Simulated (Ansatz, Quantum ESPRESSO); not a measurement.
## Lattice dynamics of KAl (Pm-3m) in two programs

How does KAl (Pm-3m) vibrate, and is this structure a minimum?

Calculated with Quantum ESPRESSO 7.5; DFT PBE, scalar-relativistic, plane waves, SPMS norm-conserving pseudopotentials.

The structure was built from a prototype and need not be the compound's stable phase.

### Step 1. The starting structure

The structure is cubic, space group Pm-3m (No. 221). The conventional cell has a = 4.381 Å, b = 4.381 Å, c = 4.381 Å, α = 90.00°, β = 90.00°, γ = 90.00°. Nearest to Al lie 8 K at 3.79 Å. Nearest to K lie 8 Al at 3.79 Å. Farther neighbours are not listed.

### Step 2. A first look

A cheap run with smearing and empty bands tells whether the crystal has a gap, which decides between fixed occupations and smearing later on.

Contents of probe.in:

```
 &control
    calculation='scf',
    prefix='x',
    outdir='./tmp',
    pseudo_dir='./pseudo',
    tprnfor=.true.,
    tstress=.true.,
    verbosity='high',
 /
 &system
    ibrav=0,
    nat=2,
    ntyp=2,
    ecutwfc=60.0,
    occupations='smearing',
    smearing='gaussian',
    degauss=0.01,
 /
 &electrons
    conv_thr=1.0d-07,
    mixing_beta=0.7,
    electron_maxstep=100,
 /
ATOMIC_SPECIES
 Al     26.9815  Al.upf
 K      39.0983  K.upf
CELL_PARAMETERS angstrom
     4.380822180    0.000000000    0.000000000
     0.000000000    4.380822180    0.000000000
     0.000000000    0.000000000    4.380822180
ATOMIC_POSITIONS crystal
 Al     0.000000000   0.000000000   0.000000000
 K      0.500000000   0.500000000   0.500000000
K_POINTS automatic
 4 4 4 0 0 0
```

Command:

```console
$ OMP_NUM_THREADS=1 mpirun -n 4 pw.x -nk 4 -in probe.in > probe.out
```

Output:

```text
[banners, grids, parts of the stress and lines that vanish by symmetry left out]
Program PWSCF v.7.5
     Message from routine setup:
     using ibrav=0 with symmetry is DISCOURAGED, use correct ibrav instead
[...]
kinetic-energy cutoff     =      60.0000  Ry
     charge density cutoff     =     240.0000  Ry
     scf convergence threshold =      1.0E-07
[...]
Exchange-correlation= PBE
                           (   1   4   3   4   0   0   0)
[...]
48 Sym. Ops., with inversion, found
[...]
(     0          1          0      )
                  (     0          0          1      )
[...]
(  0.0000000  1.0000000  0.0000000 )
                  (  0.0000000  0.0000000  1.0000000 )
[...]
(     0         -1          0      )
                  (     0          0          1      )
[...]
(     0          0          1      )
                  (     1          0          0      )
[...]
( -1.0000000  0.0000000  0.0000000 )
                  (  0.0000000  1.0000000  0.0000000 )
[...]
number of k points=    10  Gaussian smearing, width (Ry)=  0.0100
[...]
c_bands:  1 eigenvalues not converged
[...]
End of self-consistent calculation
[...]
the Fermi energy is     2.6828 ev
!    total energy              =     -64.29658656 Ry
[...]
convergence has been achieved in   5 iterations
[...]
atom    1 type  1   force =     0.00000000    0.00000000    0.00000000
     atom    2 type  2   force =     0.00000000    0.00000000    0.00000000
[...]
Total force =     0.000000     Total SCF correction =     0.000000
[...]
total   stress  (Ry/bohr**3)                   (kbar)     P=      -15.24
[...]
XML data file, charge density, pseudopotentials, collected wavefunctions

   JOB DONE.
```

Elapsed: 2.5 s, on 4 MPI ranks of Arm Neoverse V2, shared host; 9.7 s of CPU time.

Read from the output:

* volume per atom: 42.04 Å³
* pressure: -1.524 GPa
* gap on the k-mesh: 0 eV

No gap opens on this mesh, so smearing is kept; the start stands at -1.5 GPa.

### Step 3. Relaxing the cell and atoms

The relaxation runs at a cutoff a fifth above that of the response, since stress converges more slowly with the basis than frequencies do. Forces and stress are brought to rest with tight thresholds.

Contents of relax.in:

```
 &control
    calculation='vc-relax',
    prefix='x',
    outdir='./tmp',
    pseudo_dir='./pseudo',
    tprnfor=.true.,
    tstress=.true.,
    forc_conv_thr=2.0d-05,
    etot_conv_thr=1.0d-07,
    nstep=40,
 /
 &system
    ibrav=0,
    nat=2,
    ntyp=2,
    ecutwfc=72,
    occupations='smearing',
    smearing='mp',
    degauss=0.02,
 /
 &electrons
    conv_thr=1.0d-11,
    mixing_beta=0.7,
    electron_maxstep=100,
 /
 &ions
 /
 &cell
    press_conv_thr=0.2,
 /
ATOMIC_SPECIES
 Al     26.9815  Al.upf
 K      39.0983  K.upf
CELL_PARAMETERS angstrom
     4.380822180    0.000000000    0.000000000
     0.000000000    4.380822180    0.000000000
     0.000000000    0.000000000    4.380822180
ATOMIC_POSITIONS crystal
 Al     0.000000000   0.000000000   0.000000000
 K      0.500000000   0.500000000   0.500000000
K_POINTS automatic
 8 8 8 0 0 0
```

Command:

```console
$ OMP_NUM_THREADS=1 mpirun -n 4 pw.x -nk 4 -in relax.in > relax.out
```

Output:

```text
[banners, grids, parts of the stress and lines that vanish by symmetry left out]
[banner, memory and clock lines left out]
Program PWSCF v.7.5

[...]
kinetic-energy cutoff     =      72.0000  Ry
     charge density cutoff     =     288.0000  Ry
     scf convergence threshold =      1.0E-11
[...]
energy convergence thresh.=      1.0E-07
     force convergence thresh. =      2.0E-05
     press convergence thresh. =      2.0E-01
     Exchange-correlation= PBE
                           (   1   4   3   4   0   0   0)
[...]
48 Sym. Ops., with inversion, found
[...]
number of k points=    35  Methfessel-Paxton smearing, width (Ry)=  0.0200
[...]
c_bands:  1 eigenvalues not converged
[...]
End of self-consistent calculation
[...]
the Fermi energy is     2.5160 ev
!    total energy              =     -64.29851451 Ry
[...]
convergence has been achieved in   8 iterations
[...]
atom    1 type  1   force =     0.00000000    0.00000000    0.00000000
     atom    2 type  2   force =     0.00000000    0.00000000    0.00000000
     Total force =     0.000000     Total SCF correction =     0.000000
[...]
total   stress  (Ry/bohr**3)                   (kbar)     P=      -16.32
[...]
number of bfgs steps    =   0
[...]
CELL_PARAMETERS (angstrom)
[...]
ATOMIC_POSITIONS (crystal)
Al               0.0000000000        0.0000000000        0.0000000000
K                0.5000000000        0.5000000000        0.5000000000
[...]
New effective cutoffs (rho, wfc):  289.04   72.39
[...]
End of self-consistent calculation
[...]
the Fermi energy is     2.5586 ev
!    total energy              =     -64.29902977 Ry
[...]
convergence has been achieved in   4 iterations
[...]
atom    1 type  1   force =     0.00000000    0.00000000    0.00000000
     atom    2 type  2   force =     0.00000000    0.00000000    0.00000000
     Total force =     0.000000     Total SCF correction =     0.000000
[...]
total   stress  (Ry/bohr**3)                   (kbar)     P=      -15.87
[...]
number of bfgs steps    =   1
[...]
WARNING: bfgs curvature condition failed, Theta= 0.827
[...]
CELL_PARAMETERS (angstrom)
[...]
ATOMIC_POSITIONS (crystal)
Al               0.0000000000        0.0000000000        0.0000000000
K                0.5000000000        0.5000000000        0.5000000000
[...]
New effective cutoffs (rho, wfc):  291.47   73.00
[...]
End of self-consistent calculation
[...]
the Fermi energy is     2.6235 ev
!    total energy              =     -64.29976976 Ry
[...]
convergence has been achieved in   6 iterations
[...]
atom    1 type  1   force =     0.00000000    0.00000000    0.00000000
     atom    2 type  2   force =     0.00000000    0.00000000    0.00000000
     Total force =     0.000000     Total SCF correction =     0.000000
[...]
total   stress  (Ry/bohr**3)                   (kbar)     P=      -15.16
[...]
number of bfgs steps    =   2
[...]
CELL_PARAMETERS (angstrom)
[...]
ATOMIC_POSITIONS (crystal)
[...]
New effective cutoffs (rho, wfc):  295.17   73.92
[...]
End of self-consistent calculation
[...]
convergence has been achieved in   7 iterations
[...]
atom    1 type  1   force =     0.00000000    0.00000000    0.00000000
     atom    2 type  2   force =     0.00000000    0.00000000    0.00000000
     Total force =     0.000000     Total SCF correction =     0.000000
[...]
total   stress  (Ry/bohr**3)                   (kbar)     P=       -0.94
[...]
number of bfgs steps    =   6
[...]
the Fermi energy is     3.5606 ev
!    total energy              =     -64.30479783 Ry
[...]
convergence has been achieved in   6 iterations
[...]
atom    1 type  1   force =     0.00000000    0.00000000    0.00000000
     atom    2 type  2   force =     0.00000000    0.00000000    0.00000000
     Total force =     0.000000     Total SCF correction =     0.000000
[...]
total   stress  (Ry/bohr**3)                   (kbar)     P=        0.12
[...]
number of bfgs steps    =   7
[...]
New effective cutoffs (rho, wfc):  325.24   81.45
[...]
the Fermi energy is     3.5547 ev
!    total energy              =     -64.30479801 Ry
[...]
convergence has been achieved in   5 iterations
[...]
atom    1 type  1   force =     0.00000000    0.00000000    0.00000000
     atom    2 type  2   force =     0.00000000    0.00000000    0.00000000
     Total force =     0.000000     Total SCF correction =     0.000000
[...]
total   stress  (Ry/bohr**3)                   (kbar)     P=       -0.00
[...]
number of bfgs steps    =   8
[...]
small trust_radius: resetting bfgs history
[...]
CELL_PARAMETERS (angstrom)
[...]
ATOMIC_POSITIONS (crystal)
[...]
New effective cutoffs (rho, wfc):  325.24   81.45
[...]
End of self-consistent calculation
[...]
the Fermi energy is     3.5547 ev
!    total energy              =     -64.30479801 Ry
[...]
convergence has been achieved in   1 iterations
[...]
atom    1 type  1   force =     0.00000000    0.00000000    0.00000000
     atom    2 type  2   force =     0.00000000    0.00000000    0.00000000
     Total force =     0.000000     Total SCF correction =     0.000000
[...]
total   stress  (Ry/bohr**3)                   (kbar)     P=       -0.00
[...]
bfgs converged in  10 scf cycles and   9 bfgs steps
[...]
End of BFGS Geometry Optimization
     Final enthalpy           =     -64.3047980137 Ry
     File ./tmp/x.bfgs deleted, as requested
[...]
CELL_PARAMETERS (angstrom)
[...]
ATOMIC_POSITIONS (crystal)
Al               0.0000000000        0.0000000000        0.0000000000
K                0.5000000000        0.5000000000        0.5000000000
[...]
Final scf calculation at the relaxed structure.
[...]
kinetic-energy cutoff     =      72.0000  Ry
     charge density cutoff     =     288.0000  Ry
     scf convergence threshold =      1.0E-13
[...]
press convergence thresh. =      2.0E-01
     Exchange-correlation= PBE
                           (   1   4   3   4   0   0   0)
[...]
48 Sym. Ops., with inversion, found
[...]
number of k points=    35  Methfessel-Paxton smearing, width (Ry)=  0.0200
[...]
c_bands:  2 eigenvalues not converged
     c_bands:  2 eigenvalues not converged
     c_bands:  2 eigenvalues not converged
[...]
c_bands:  2 eigenvalues not converged
     c_bands:  1 eigenvalues not converged
[...]
End of self-consistent calculation
[...]
the Fermi energy is     3.5547 ev
!    total energy              =     -64.30479603 Ry
[...]
convergence has been achieved in   9 iterations
[...]
atom    1 type  1   force =     0.00000000    0.00000000    0.00000000
     atom    2 type  2   force =     0.00000000    0.00000000    0.00000000
     Total force =     0.000000     Total SCF correction =     0.000000
[...]
total   stress  (Ry/bohr**3)                   (kbar)     P=       -0.00
[...]
XML data file, charge density, pseudopotentials, collected wavefunctions
```

Elapsed: 54 s, on 4 MPI ranks; 3.6 min of CPU time.

The steps of the relaxation:

```csv
step,energy less that of the first step (eV),largest force (eV/Å),pressure (GPa),volume (Å³)
1,0.0000,0.0000,-1.63,84.07
2,-0.0070,0.0000,-1.59,83.38
3,-0.0171,0.0000,-1.52,82.34
4,-0.0311,0.0000,-1.40,80.80
5,-0.0496,0.0000,-1.20,78.52
6,-0.0708,0.0000,-0.83,75.18
7,-0.0853,0.0000,-0.09,70.36
8,-0.0855,0.0000,0.01,69.79
9,-0.0855,0.0000,0.00,69.85
10,-0.0855,0.0000,0.00,69.85
11,-0.0855,0.0000,0.00,69.85
```

```
conventional cell, symmetrised  before  after   change
                         a (Å)   4.381  4.118   -6.0 %
                         b (Å)   4.381  4.118   -6.0 %
                         c (Å)   4.381  4.118   -6.0 %
              volume (Å³/atom)   42.04  34.93  -16.9 %
```

The relaxed structure:

```xyz
2
Lattice="4.1184 0.0000 0.0000 0.0000 4.1184 0.0000 0.0000 0.0000 4.1184" Properties=species:S:1:pos:R:3 pbc="T T T"
Al    0.0000    0.0000    0.0000
K     2.0592    2.0592    2.0592
```

The last row of the table of steps is pw.x's closing run on a basis chosen anew for the final cell, so its energy can jump.

Read from the output:

| Item | Value |
| --- | --- |
| volume per atom | 34.93 Å³ |
| pressure | 0 GPa |

The volume changes by -16.9 % from the cell with which this run began.

### Step 4. Self-consistent run for the response

Perturbation theory inherits every error of the wavefunctions, so the threshold is set near the limit of the arithmetic. Smearing stays on, as the first look found no gap above 0.3 eV.

Contents of scf.in:

```
 &control
    calculation='scf',
    prefix='x',
    outdir='./tmp',
    pseudo_dir='./pseudo',
    tprnfor=.true.,
    tstress=.true.,
 /
 &system
    ibrav=0,
    nat=2,
    ntyp=2,
    ecutwfc=60.0,
    occupations='smearing',
    smearing='mp',
    degauss=0.02,
 /
 &electrons
    conv_thr=1.0d-12,
    mixing_beta=0.7,
    electron_maxstep=100,
 /
ATOMIC_SPECIES
 Al     26.9815  Al.upf
 K      39.0983  K.upf
CELL_PARAMETERS angstrom
     4.118412355    0.000000000    0.000000000
     0.000000000    4.118412355    0.000000000
     0.000000000    0.000000000    4.118412355
ATOMIC_POSITIONS crystal
 Al     0.000000000   0.000000000   0.000000000
 K      0.500000000   0.500000000   0.500000000
K_POINTS automatic
 8 8 8 0 0 0
```

Command:

```console
$ OMP_NUM_THREADS=1 mpirun -n 4 pw.x -nk 4 -in scf.in > scf.out
```

Output:

```text
[banners, grids, parts of the stress and lines that vanish by symmetry left out]
[banner, memory and clock lines left out]
Program PWSCF v.7.5

[...]
kinetic-energy cutoff     =      60.0000  Ry
     charge density cutoff     =     240.0000  Ry
     scf convergence threshold =      1.0E-12
[...]
Exchange-correlation= PBE
                           (   1   4   3   4   0   0   0)
[...]
48 Sym. Ops., with inversion, found
[...]
number of k points=    35  Methfessel-Paxton smearing, width (Ry)=  0.0200
[...]
End of self-consistent calculation
[...]
the Fermi energy is     3.5547 ev
!    total energy              =     -64.30479230 Ry
[...]
convergence has been achieved in   8 iterations
[...]
atom    1 type  1   force =     0.00000000    0.00000000    0.00000000
     atom    2 type  2   force =     0.00000000    0.00000000    0.00000000
     Total force =     0.000000     Total SCF correction =     0.000000
[...]
total   stress  (Ry/bohr**3)                   (kbar)     P=       -0.01
[...]
XML data file, charge density, pseudopotentials, collected wavefunctions
```

Wall time 5 s (4 MPI ranks).

Numbers from this step:

```yaml
pressure: -0.001 GPa
```

The cell stands at -0.001 GPa, close enough for phonons.

(Part 1 of 4 ends here.)

[Host names and launcher messages were left out of these logs when they were recorded.]

[Logs are printed without paths, hosts, clocks, repeated set-up lines and the standing remarks that a program may print on its own settings, such as how far it seeks lower states.]

[Hosts, paths, dates, database ids (printed as entryN), source tags and the programs' standing remarks are cut or masked in the printed files.]
